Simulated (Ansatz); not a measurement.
System: NaF (Villiaumite).

The database entry behind the starting cell differs from later determinations by our own check (0.1 to 0.3 % short, probably kX units), so it need not match the best structure at ambient conditions.

Symmetry: Fm-3m, No. 225, cubic system. The conventional cell has a = 4.620 Å, b = 4.620 Å, c = 4.620 Å, α = 90.00°, β = 90.00°, γ = 90.00°. Nearest to Na lie 6 F at 2.31 Å. Nearest to F lie 6 Na at 2.31 Å. Farther neighbours and most contacts between anions are not listed.

```xyz
2
Lattice="0.0000 2.3100 2.3100 2.3100 0.0000 2.3100 2.3100 2.3100 0.0000" Properties=species:S:1:pos:R:3 pbc="T T T"
Na    0.0000    0.0000    0.0000
F     2.3100    2.3100    2.3100
```

The cell and positions come from the Crystallography Open Database and are kept as given unless a step says otherwise.

Gaps computed with Ansatz 0.2.0 without a self-energy: LDA 6.02 eV, PBE 6.37 eV, PBE0 9.30 eV and DDH-PBE0 12.74 eV.

Q: What gap should G0W0 on PBE give (6×6×6 mesh, 158 empty bands, screening to 200 eV, PAW set soft_1 files)?

About 10.60 eV: on its mesh the run moves the gap from 6.36 eV by +4.24 eV. Among the scalar-relativistic levels given, PBE0 is nearest (−1.30 eV). Bands and cutoff are finite, so the gap is not at the basis limit. The miss can reach some tenths of an eV and take either sign; the mesh is an error of its own.

[Paths, hosts, dates, memory and timing lines, banners, echoed tables and standing remarks are left out of the program output.]

[Logs are printed without paths, hosts, clocks, repeated set-up lines and the standing remarks that a program may print on its own settings, such as how far it seeks lower states.]

[Runs of the session that timed out or met a known fault of the program may be left out.]

[Cells called generated may have been cut or substituted from an entry of the Crystallography Open Database or the Materials Project.]

[Hosts, paths, dates, database ids (printed as entryN), source tags and the programs' standing remarks are cut or masked in the printed files.]
